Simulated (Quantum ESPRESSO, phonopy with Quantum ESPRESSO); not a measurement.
# CdSe (F-43m): a volume series of phonon spectra

Which modes of CdSe drive its thermal expansion? The starting cell is a computed one from a database.

Program: Quantum ESPRESSO 7.5. Level of theory: DFT PBE, scalar-relativistic, plane waves, GBRV ultrasoft pseudopotentials. Results are calculated unless marked as measured.

Most raw output is cut from this account.

## Step 1: Set-up

It takes space group F-43m (No. 216, cubic). The conventional cell has a = 6.141 Å, b = 6.141 Å, c = 6.141 Å, α = 90.00°, β = 90.00°, γ = 90.00°. Cd has 4 Se at 2.66 Å nearest. Nearest to Se lie 4 Cd at 2.66 Å. Farther neighbours and most contacts between anions are not listed.

## Step 2: A first coarse run

A cheap single point shows whether the cell is a metal or an insulator and how far it is from rest; that sets the k-mesh and the occupations of what follows.

probe.in

```
&CONTROL
  calculation = 'scf'
  prefix      = 'x'
  outdir      = './tmp'
  pseudo_dir  = './pseudo'
  tprnfor     = .true.
  tstress     = .true.
  verbosity   = 'high'
/
&SYSTEM
  ibrav       = 0
  nat         = 2
  ntyp        = 2
  ecutwfc     = 40.0
  ecutrho     = 240.0
  occupations = 'smearing'
  smearing    = 'gaussian'
  degauss     = 0.01
/
&ELECTRONS
  conv_thr         = 1.0d-07
  mixing_beta      = 0.7
  electron_maxstep = 100
/
ATOMIC_SPECIES
 Cd    112.4140  Cd.upf
 Se     78.9710  Se.upf
CELL_PARAMETERS angstrom
     0.000000000    3.070271199    3.070271199
     3.070271199    0.000000000    3.070271199
     3.070271199    3.070271199    0.000000000
ATOMIC_POSITIONS crystal
 Cd     0.000000000   0.000000000   0.000000000
 Se     0.750000000   0.750000000   0.750000000
K_POINTS automatic
 6 6 6 0 0 0
```

Launch:

```sh
> OMP_NUM_THREADS=1 mpirun -n 8 pw.x -nk 8 -in probe.in > probe.out
```

Wall time 4 s (8 MPI ranks of Arm Neoverse N1, shared host); 31 s of CPU time.

This step gave:

```
volume per atom   : 28.94 Å³
pressure          : 1.306 GPa
gap on the k-mesh : 0.5201 eV
```

The start is under 1.3 GPa at this level and looks like an insulator or semiconductor on this mesh.

## Step 3: Finding the static equilibrium

The vibrations must be taken about the equilibrium of this functional, not about the starting cell, so the structure is relaxed.

relax.in

```
&CONTROL
  calculation   = 'vc-relax'
  prefix        = 'x'
  outdir        = './tmp'
  pseudo_dir    = './pseudo'
  tprnfor       = .true.
  tstress       = .true.
  forc_conv_thr = 2.0d-05
  etot_conv_thr = 1.0d-07
  nstep         = 40
/
&SYSTEM
  ibrav       = 0
  nat         = 2
  ntyp        = 2
  ecutwfc     = 40.0
  ecutrho     = 240.0
  occupations = 'fixed'
  nbnd        = 11
/
&ELECTRONS
  conv_thr         = 1.0d-11
  mixing_beta      = 0.7
  electron_maxstep = 100
/
&IONS
/
&CELL
  press_conv_thr = 0.1
/
ATOMIC_SPECIES
 Cd    112.4140  Cd.upf
 Se     78.9710  Se.upf
CELL_PARAMETERS angstrom
     0.000000000    3.070271199    3.070271199
     3.070271199    0.000000000    3.070271199
     3.070271199    3.070271199    0.000000000
ATOMIC_POSITIONS crystal
 Cd     0.000000000   0.000000000   0.000000000
 Se     0.750000000   0.750000000   0.750000000
K_POINTS automatic
 10 10 10 0 0 0
```

Launch:

```sh
> OMP_NUM_THREADS=1 mpirun -n 8 pw.x -nk 8 -in relax.in > relax.out
```

The job ended after 41 s (8 MPI ranks; 5.4 min of CPU time).

Relaxation path:

```csv
step,energy less that of the first step (eV),largest force (eV/Å),volume (Å³)
1,0.0000,0.0000,57.88
2,-0.0028,0.0000,58.27
3,-0.0048,0.0000,58.70
4,-0.0061,0.0000,59.36
5,-0.0061,0.0000,59.40
6,-0.0061,0.0000,59.40
7,-0.0080,0.0000,59.40
```

```csv
"conventional cell, symmetrised",before,after,change
a (Å),6.141,6.194,+0.9 %
b (Å),6.141,6.194,+0.9 %
c (Å),6.141,6.194,+0.9 %
volume (Å³/atom),28.94,29.70,+2.6 %
```

Final coordinates:

```
Cd Se
1.0
     0.00000    3.09678    3.09678
     3.09678    0.00000    3.09678
     3.09678    3.09678    0.00000
Cd Se
1 1
Cartesian
  0.0000 0.0000 0.0000
  4.6452 4.6452 4.6452
```

Numbers from this step:

```yaml
volume_per_atom: 29.70 Å³
pressure: 0.064 GPa
gap_on_the_k_mesh: 0.4705 eV
```

After the last step pw.x solved the final cell once more on a basis chosen for it, which moves the energy without moving the atoms.

## Step 4: Self-consistent run

A tight ground state at this cell gives the energy of this member; its pressure is the stress at this cutoff, which can carry an offset from the finite basis.

scf.in

```
&CONTROL
  calculation = 'scf'
  prefix      = 'x'
  outdir      = './tmp'
  pseudo_dir  = './pseudo'
  tprnfor     = .true.
  tstress     = .true.
/
&SYSTEM
  ibrav       = 0
  nat         = 2
  ntyp        = 2
  ecutwfc     = 40.0
  ecutrho     = 240.0
  occupations = 'fixed'
  nbnd        = 11
/
&ELECTRONS
  conv_thr         = 1.0d-12
  mixing_beta      = 0.7
  electron_maxstep = 100
/
ATOMIC_SPECIES
 Cd    112.4140  Cd.upf
 Se     78.9710  Se.upf
CELL_PARAMETERS angstrom
     0.000000000    3.096775438    3.096775438
     3.096775438    0.000000000    3.096775438
     3.096775438    3.096775438    0.000000000
ATOMIC_POSITIONS crystal
 Cd     0.000000000   0.000000000   0.000000000
 Se     0.750000000   0.750000000   0.750000000
K_POINTS automatic
 12 12 12 0 0 0
```

Launch:

```sh
> OMP_NUM_THREADS=1 mpirun -n 8 pw.x -nk 8 -in scf.in > scf.out
```

It took 15 s on 8 MPI ranks; 1.9 min of CPU time.

Numbers from this step:

```yaml
gap_on_the_k_mesh: 0.4706 eV
```

On a basis chosen for the relaxed cell the pressure is 0.064 GPa, small enough for phonons.

## Step 5: Zone-centre response

In a polar crystal the Born charges and ε∞ give the long-range dipole term that a finite supercell misses. They are those of this k-mesh and were not tested on a denser one; where the gap is small they converge slowly, and the LO modes with them.

ph.in

```
phonons
&INPUTPH
  prefix = 'x'
  outdir = './tmp'
  fildyn = 'x.dyn'
  tr2_ph = 1.0d-18
  epsil  = .true.
/
0.000000000 0.000000000 0.000000000
```

scf.in is that of step 4.

Launch:

```sh
> OMP_NUM_THREADS=1 mpirun -n 8 ph.x -nk 8 -in ph.in > ph.out
```

Elapsed: 4.2 min, on 8 MPI ranks; 34 min of CPU time.

Numbers from this step:

```
Γ frequencies : -0.39, -0.39, -0.39, 156.3, 156.3, 156.3 cm⁻¹ (negative: imaginary)
Γ symmetry    : T_2 G_15 P_4 I+R, T_2 G_15 P_4 I+R, T_2 G_15 P_4 I+R, T_2 G_15 P_4 I+R, T_2 G_15 P_4 I+R, T_2 G_15 P_4 I+R
```

ε∞:

```
10.35  0.00  0.00
 0.00 10.35  0.00
 0.00  0.00 10.35
```

Born charge (rows field, columns displacement), before the sum rule (e), principal values of the symmetric part by kind of site:

```csv
atom,atoms with these values,low,middle,high,mean
Cd1,1,2.36,2.36,2.36,2.36
Se2,1,-2.36,-2.36,-2.36,-2.36
```

In full for Se2:

```
-2.36  0.00  0.00
 0.00 -2.36  0.00
 0.00  0.00 -2.36
```

The Born charges sum to zero within 0.0062 e; the rest is removed before use. Acoustic frequencies in this log differ from zero by the error of the sum rule, which ph.x does not impose.

## Step 6: Forces on a displaced cell

One atom (for the harmonic constants) or a pair of atoms (for the cubic ones) is moved by a few hundredths of an ångström; the forces on all atoms give a column of force constants. The threshold is tight because the forces are small.

System of this step: CdSe. Symmetry: Cm, No. 8, monoclinic system. The conventional cell has a = 15.171 Å, b = 8.759 Å, c = 8.759 Å, α = 90.00°, β = 125.26°, γ = 90.00°. Nearest to Cd lie 4 Se at 2.68 Å. Nearest to Cd lie 4 Se at 2.68 to 2.70 Å. Nearest to Cd lie 4 Se at 2.67 to 2.68 Å. Farther neighbours and most contacts between anions are not listed.

disp-00002.in

```
&CONTROL
  calculation = 'scf'
  prefix      = 'x'
  outdir      = './tmp'
  pseudo_dir  = './pseudo'
  tprnfor     = .true.
  disk_io     = 'none'
/
&SYSTEM
  ibrav       = 0
  nat         = 16
  ntyp        = 2
  ecutwfc     = 40.0
  ecutrho     = 240.0
  occupations = 'fixed'
  nbnd        = 74
/
&ELECTRONS
  conv_thr         = 1.0d-11
  mixing_beta      = 0.7
  electron_maxstep = 100
/
ATOMIC_SPECIES
 Cd    112.4140  Cd.upf
 Se     78.9710  Se.upf
CELL_PARAMETERS angstrom
     0.000000000    6.193550876    6.193550876
     6.193550876    0.000000000    6.193550876
     6.193550876    6.193550876    0.000000000
ATOMIC_POSITIONS crystal
 Cd     0.000000000   0.000000000   0.000000000
 Cd     0.500000000   0.000000000   0.000000000
 Cd     0.000000000   0.500000000   0.000000000
 Cd     0.500000000   0.500000000   0.000000000
 Cd     0.000000000   0.000000000   0.500000000
 Cd     0.500000000   0.000000000   0.500000000
 Cd     0.000000000   0.500000000   0.500000000
 Cd     0.500000000   0.500000000   0.500000000
 Se     0.377283365   0.375000000   0.375000000
 Se     0.875000000   0.375000000   0.375000000
 Se     0.375000000   0.875000000   0.375000000
 Se     0.875000000   0.875000000   0.375000000
 Se     0.375000000   0.375000000   0.875000000
 Se     0.875000000   0.375000000   0.875000000
 Se     0.375000000   0.875000000   0.875000000
 Se     0.875000000   0.875000000   0.875000000
K_POINTS automatic
 4 4 4 0 0 0
```

Launch:

```sh
> OMP_NUM_THREADS=1 mpirun -n 4 pw.x -nk 4 -in disp-00002.in > disp-00002.out
```

The job ended after 15 min (4 MPI ranks; 61 min of CPU time).

Numbers from this step:

```
gap on the k-mesh : 0.4686 eV
```

Force by atom:

```csv
atom,x (eV/Å),y (eV/Å),z (eV/Å),size
Cd1,0.000,0.000,0.000,0.000
Cd2,0.000,0.000,0.000,0.000
Cd3,0.000,0.000,0.000,0.000
Cd4,0.000,0.000,0.000,0.000
Cd5,0.000,0.000,0.000,0.000
Cd6,0.000,0.000,0.000,0.000
Cd7,-0.028,0.028,0.028,0.049
Cd8,0.031,0.030,0.030,0.053
Se9,-0.003,-0.088,-0.088,0.124
Se10,0.000,0.014,0.014,0.019
Se11,0.007,0.002,0.006,0.010
Se12,-0.007,0.006,0.002,0.010
Se13,0.007,0.006,0.002,0.010
Se14,-0.007,0.002,0.006,0.010
Se15,0.000,-0.001,-0.001,0.001
Se16,0.000,0.000,0.000,0.000
```

At this level the gap is 0.47 eV on the k-mesh of the self-consistent run, which can miss the band edges.

## Step 7: A displaced supercell

disp-00001.in, as its differences from disp-00002.in of step 6:

```diff
@@ -30,3 +30,3 @@
 ATOMIC_POSITIONS crystal
- Cd     0.000000000   0.000000000   0.000000000
+ Cd     0.002283365   0.000000000   0.000000000
  Cd     0.500000000   0.000000000   0.000000000
@@ -38,3 +38,3 @@
  Cd     0.500000000   0.500000000   0.500000000
- Se     0.377283365   0.375000000   0.375000000
+ Se     0.375000000   0.375000000   0.375000000
  Se     0.875000000   0.375000000   0.375000000
```

Launch:

```sh
> OMP_NUM_THREADS=1 mpirun -n 4 pw.x -nk 4 -in disp-00001.in > disp-00001.out
```

Elapsed: 16 min, on 4 MPI ranks.

## Step 8: Phonons, V/V0 1

This step: DFT PBE, scalar-relativistic, plane waves, GBRV ultrasoft pseudopotentials (phonopy with Quantum ESPRESSO 4.10.0 / 7.5).

Run time: 16 min. Hardware: 8 threads; 2.1 h of CPU time.

Numbers from this step:

```yaml
point_group: -43m
highest_frequency: 184.4 cm⁻¹
debye_temperature_from_the_second_moment: 240 K
lowest_frequency_on_the_path: 0 cm⁻¹
zero_point_energy: 0.04334 eV/cell
gamma_frequencies: 0, 0, 0, 156.2, 156.2, 156.2 cm⁻¹ (negative: imaginary)
```

Phonopy, LO-TO term from ph.x's tensors. The phonon branches at the labelled points (cm⁻¹):

```csv
point,branch 1,branch 2,branch 3,branch 4,branch 5,branch 6
Γ,0,0,0,156,156,184
halfway,32,32,88,163,163,178
X,42,42,134,164,171,171
halfway,42,52,130,162,170,174
U,41,70,120,159,169,178
jump to K,41,70,120,159,169,178
halfway,28,53,84,160,166,176
Γ,0,0,0,156,156,184
halfway,25,25,83,159,159,180
L,35,35,119,163,163,175
halfway,40,66,113,161,166,177
W,51,72,116,156,175,175
halfway,46,56,126,159,173,174
X,42,42,134,164,171,171
```

Harmonic. Thermo, by row:

```csv
T (K),F_vib (meV/atom),S (J/mol-atom/K),C_V (J/mol-atom/K)
0,21.67,0,0
50,19.93,8.673,11.6
100,12.54,19.49,19.27
150,0.16,27.92,22.07
200,-16.07,34.45,23.25
250,-35.33,39.71,23.83
300,-57.08,44.09,24.16
350,-80.92,47.83,24.36
400,-106.6,51.09,24.5
450,-133.8,53.98,24.59
500,-162.5,56.58,24.65
550,-192.4,58.93,24.7
600,-223.5,61.08,24.74
650,-255.7,63.06,24.77
700,-288.8,64.9,24.79
750,-322.9,66.61,24.81
800,-357.9,68.21,24.83
850,-393.6,69.72,24.84
900,-430.1,71.14,24.85
950,-467.3,72.48,24.86
1000,-505.2,73.75,24.87
```

The modes has structure finer than the step of the table below, so its rows give means over 5 cm⁻¹, whole bins alone (the curve runs from -10 to 200 cm⁻¹). Peaks (cm⁻¹: height): Cd 40.1: 0.0580, 112.6: 0.0458, 164.0: 0.0547, 175.9: 0.0353; Se 38.8: 0.0254, 162.7: 0.133, 175.9: 0.107.

Phonopy on the run's constants, 15x15x15 mesh, Gaussian sigma 2.0 cm⁻¹. Table of modes by wavenumber; means over each step; values in 1/cm⁻¹/cell:

```csv
wavenumber (cm⁻¹),Cd,Se
-5,1.2e-5,8.0e-6
0,8.5e-5,5.8e-5
5,3.4e-4,2.3e-4
10,0.00104,7.1e-4
15,0.00251,0.00165
20,0.00504,0.00319
25,0.0103,0.00614
30,0.0196,0.0107
35,0.0432,0.0212
40,0.0556,0.0242
45,0.0380,0.0155
50,0.0219,0.00918
55,0.0174,0.00758
60,0.0178,0.00764
65,0.0193,0.00816
70,0.0211,0.00907
75,0.0126,0.00553
80,0.00413,0.00206
85,0.00425,0.00212
90,0.00525,0.00239
95,0.00748,0.00311
100,0.0110,0.00391
105,0.0171,0.00469
110,0.0347,0.00644
115,0.0381,0.00528
120,0.0157,0.00182
125,0.00798,7.2e-4
130,0.00431,2.4e-4
135,9.3e-4,2.5e-5
140,1.9e-5,0
145,0,0
150,7.2e-5,3.1e-4
155,0.00534,0.0191
160,0.0341,0.0975
165,0.0488,0.115
170,0.0262,0.0671
175,0.0303,0.0918
180,0.0163,0.0412
185,0.00232,0.00394
190,5.6e-5,9.0e-5
195,0,0
```

No LO-TO term. The modes at Γ (shares of kinetic energy by element, %):

```csv
mode,frequency (cm⁻¹),symmetry,Cd %,Se %
1,0.0,T2,59,41
2,0.0,T2,59,41
3,0.0,T2,59,41
4,156.2,T2,41,59
5,156.2,T2,41,59
6,156.2,T2,41,59
```

Displacements in mode 4 (156.2 cm⁻¹), the largest set to 1:
```
Cd1 -0.70 -0.70  0.20
Se2  1.00  1.00 -0.29
```

No mode is imaginary beyond numerical noise along the path.

The time given is that of the 2 pw.x runs on displaced cells behind this step.

The supercell is 7.2 Å across at its narrowest and was not tested against a larger one: only its own wavevectors are exact, and acoustic branches between them, with the entropy at low temperature, can be off.

## Step 9: Self-consistent run, V/V0 1.015

This step: DFT PBE, scalar-relativistic, plane waves, GBRV ultrasoft pseudopotentials (Quantum ESPRESSO 7.5).

System of this step: CdSe. It takes space group F-43m (No. 216, cubic). Conventional cell: a = 6.224 Å, b = 6.224 Å, c = 6.224 Å, α = 90.00°, β = 90.00°, γ = 90.00°. Cd has 4 Se at 2.70 Å nearest. Nearest to Se lie 4 Cd at 2.70 Å. Farther neighbours and most contacts between anions are not listed.

scf.in: that of step 5 with these lines changed.

```diff
@@ -26,5 +26,5 @@
 CELL_PARAMETERS angstrom
-     0.000000000    3.096775438    3.096775438
-     3.096775438    0.000000000    3.096775438
-     3.096775438    3.096775438    0.000000000
+     0.000000000    3.112182535    3.112182535
+     3.112182535    0.000000000    3.112182535
+     3.112182535    3.112182535    0.000000000
 ATOMIC_POSITIONS crystal
```

Launch:

```sh
> OMP_NUM_THREADS=1 mpirun -n 8 pw.x -nk 8 -in scf.in > scf.out
```

It took 15 s on 8 MPI ranks; 2 min of CPU time.

At this level the gap is 0.44 eV on the k-mesh of the self-consistent run, which can miss the band edges.

## Step 10: Zone-centre response

ph.in is that of step 5.

scf.in is that of step 9.

Launch:

```sh
> OMP_NUM_THREADS=1 mpirun -n 8 ph.x -nk 8 -in ph.in > ph.out
```

Wall time 4.3 min (8 MPI ranks); 34 min of CPU time.

ε∞:

```
10.92  0.00  0.00
 0.00 10.92  0.00
 0.00  0.00 10.92
```

The Born charges sum to zero within 0.0073 e; the rest is removed before use. Acoustic frequencies in this log differ from zero by the error of the sum rule, which ph.x does not impose.

## Step 11: Forces on a displaced cell

System of this step: CdSe. Symmetry: Cm, No. 8, monoclinic system. Conventional cell: a = 15.247 Å, b = 8.803 Å, c = 8.803 Å, α = 90.00°, β = 125.26°, γ = 90.00°. Cd has 4 Se at 2.68 to 2.71 Å nearest. Nearest to Cd lie 4 Se at 2.70 Å. Cd has 4 Se at 2.70 Å nearest. Nearest to Cd lie 4 Se at 2.70 Å. Farther neighbours and most contacts between anions are not listed.

disp-00001.in: that of step 7 with these lines changed.

```diff
@@ -26,7 +26,7 @@
 CELL_PARAMETERS angstrom
-     0.000000000    6.193550876    6.193550876
-     6.193550876    0.000000000    6.193550876
-     6.193550876    6.193550876    0.000000000
+     0.000000000    6.224365069    6.224365069
+     6.224365069    0.000000000    6.224365069
+     6.224365069    6.224365069    0.000000000
 ATOMIC_POSITIONS crystal
- Cd     0.002283365   0.000000000   0.000000000
+ Cd     0.002272061   0.000000000   0.000000000
  Cd     0.500000000   0.000000000   0.000000000
```

Launch:

```sh
> OMP_NUM_THREADS=1 mpirun -n 4 pw.x -nk 4 -in disp-00001.in > disp-00001.out
```

It took 14 min on 4 MPI ranks; 56 min of CPU time.

## Step 12: Lattice dynamics at this volume, V/V0 1.015

This step: DFT PBE, scalar-relativistic, plane waves, GBRV ultrasoft pseudopotentials (phonopy with Quantum ESPRESSO 4.10.0 / 7.5).

Elapsed: 15 min, on 8 threads; 1.9 h of CPU time.

Phonopy, LO-TO term from ph.x's tensors. The phonon branches at the labelled points (cm⁻¹):

```csv
point,branch 1,branch 2,branch 3,branch 4,branch 5,branch 6
Γ,0,0,0,152,152,180
halfway,33,33,86,158,158,174
X,43,43,132,161,166,166
halfway,43,53,128,158,165,169
U,42,70,117,156,164,173
jump to K,42,70,117,156,164,173
halfway,29,54,84,156,161,172
Γ,0,0,0,152,152,180
halfway,26,26,82,155,155,176
L,36,36,118,158,158,171
halfway,41,66,111,157,161,172
W,51,73,113,152,170,170
halfway,47,57,124,156,168,169
X,43,43,132,161,166,166
```

No mode is imaginary beyond numerical noise along the path. The highest zone-centre mode (no LO–TO term) moved by -2.7 % for a volume change of +1.5 %.

The time given is that of the 2 pw.x runs on displaced cells behind this step.

## Step 13: Self-consistent run, V/V0 0.985

This step: DFT PBE, scalar-relativistic, plane waves, GBRV ultrasoft pseudopotentials (Quantum ESPRESSO 7.5).

System of this step: CdSe. It takes space group F-43m (No. 216, cubic). Conventional cell: a = 6.162 Å, b = 6.162 Å, c = 6.162 Å, α = 90.00°, β = 90.00°, γ = 90.00°. Nearest to Cd lie 4 Se at 2.67 Å. Se has 4 Cd at 2.67 Å nearest. Farther neighbours and most contacts between anions are not listed.

scf.in: that of step 10 with these lines changed.

```diff
@@ -26,5 +26,5 @@
 CELL_PARAMETERS angstrom
-     0.000000000    3.112182535    3.112182535
-     3.112182535    0.000000000    3.112182535
-     3.112182535    3.112182535    0.000000000
+     0.000000000    3.081213490    3.081213490
+     3.081213490    0.000000000    3.081213490
+     3.081213490    3.081213490    0.000000000
 ATOMIC_POSITIONS crystal
```

Launch:

```sh
> OMP_NUM_THREADS=1 mpirun -n 8 pw.x -nk 8 -in scf.in > scf.out
```

Wall time 15 s (8 MPI ranks); 2 min of CPU time.

The run ends at a pressure of 0.78 GPa.

## Step 14: Born charges and dielectric tensor

ph.in is that of step 10.

scf.in is that of step 13.

Launch:

```sh
> OMP_NUM_THREADS=1 mpirun -n 8 ph.x -nk 8 -in ph.in > ph.out
```

It took 4.3 min on 8 MPI ranks.

The Born charges sum to zero within 0.0051 e; the rest is removed before use. Acoustic frequencies in this log differ from zero by the error of the sum rule, which ph.x does not impose.

## Step 15: Forces on a displaced cell

System of this step: CdSe. Symmetry: Cm, No. 8, monoclinic system. The conventional cell has a = 15.095 Å, b = 8.715 Å, c = 8.715 Å, α = 90.00°, β = 125.26°, γ = 90.00°. Nearest to Cd lie 4 Se at 2.65 to 2.68 Å. Cd has 4 Se at 2.67 Å nearest. Nearest to Cd lie 4 Se at 2.67 Å. Nearest to Cd lie 4 Se at 2.67 Å. Farther neighbours and most contacts between anions are not listed.

disp-00001.in: that of step 11 with these lines changed.

```diff
@@ -26,7 +26,7 @@
 CELL_PARAMETERS angstrom
-     0.000000000    6.224365069    6.224365069
-     6.224365069    0.000000000    6.224365069
-     6.224365069    6.224365069    0.000000000
+     0.000000000    6.162426979    6.162426979
+     6.162426979    0.000000000    6.162426979
+     6.162426979    6.162426979    0.000000000
 ATOMIC_POSITIONS crystal
- Cd     0.002272061   0.000000000   0.000000000
+ Cd     0.002294897   0.000000000   0.000000000
  Cd     0.500000000   0.000000000   0.000000000
```

Launch:

```sh
> OMP_NUM_THREADS=1 mpirun -n 4 pw.x -nk 4 -in disp-00001.in > disp-00001.out
```

Elapsed: 14 min, on 4 MPI ranks.

## Step 16: Lattice dynamics at this volume, V/V0 0.985

This step: DFT PBE, scalar-relativistic, plane waves, GBRV ultrasoft pseudopotentials (phonopy with Quantum ESPRESSO 4.10.0 / 7.5).

Elapsed: 15 min, on 8 threads; 1.9 h of CPU time.

Phonopy, LO-TO term from ph.x's tensors. Phonon branches along the path, in cm⁻¹:

```csv
point,branch 1,branch 2,branch 3,branch 4,branch 5,branch 6
Γ,0,0,0,161,161,189
halfway,30,30,89,168,168,182
X,40,40,137,168,176,176
halfway,40,51,132,165,176,179
U,39,69,122,163,174,183
jump to K,39,69,122,163,174,183
halfway,27,53,85,165,171,180
Γ,0,0,0,161,161,189
halfway,24,24,84,164,164,185
L,33,33,120,168,168,179
halfway,38,65,114,165,171,182
W,50,70,118,159,180,180
halfway,45,55,129,163,178,179
X,40,40,137,168,176,176
```

No mode is imaginary beyond numerical noise along the path. The highest zone-centre mode (no LO–TO term) moved by +2.9 % for a volume change of -1.5 %.

The time given is that of the 2 pw.x runs on displaced cells behind this step.

(Continued in part 2 of 2.)

[Logs are printed without paths, hosts, clocks, repeated set-up lines and the standing remarks that a program may print on its own settings, such as how far it seeks lower states.]

[Hosts, paths, dates, database ids (printed as entryN), source tags and the programs' standing remarks are cut or masked in the printed files.]

[A step with changed settings may run another functional than the one named; its input shows which.]

[Of the runs on displaced cells, only some may be shown.]
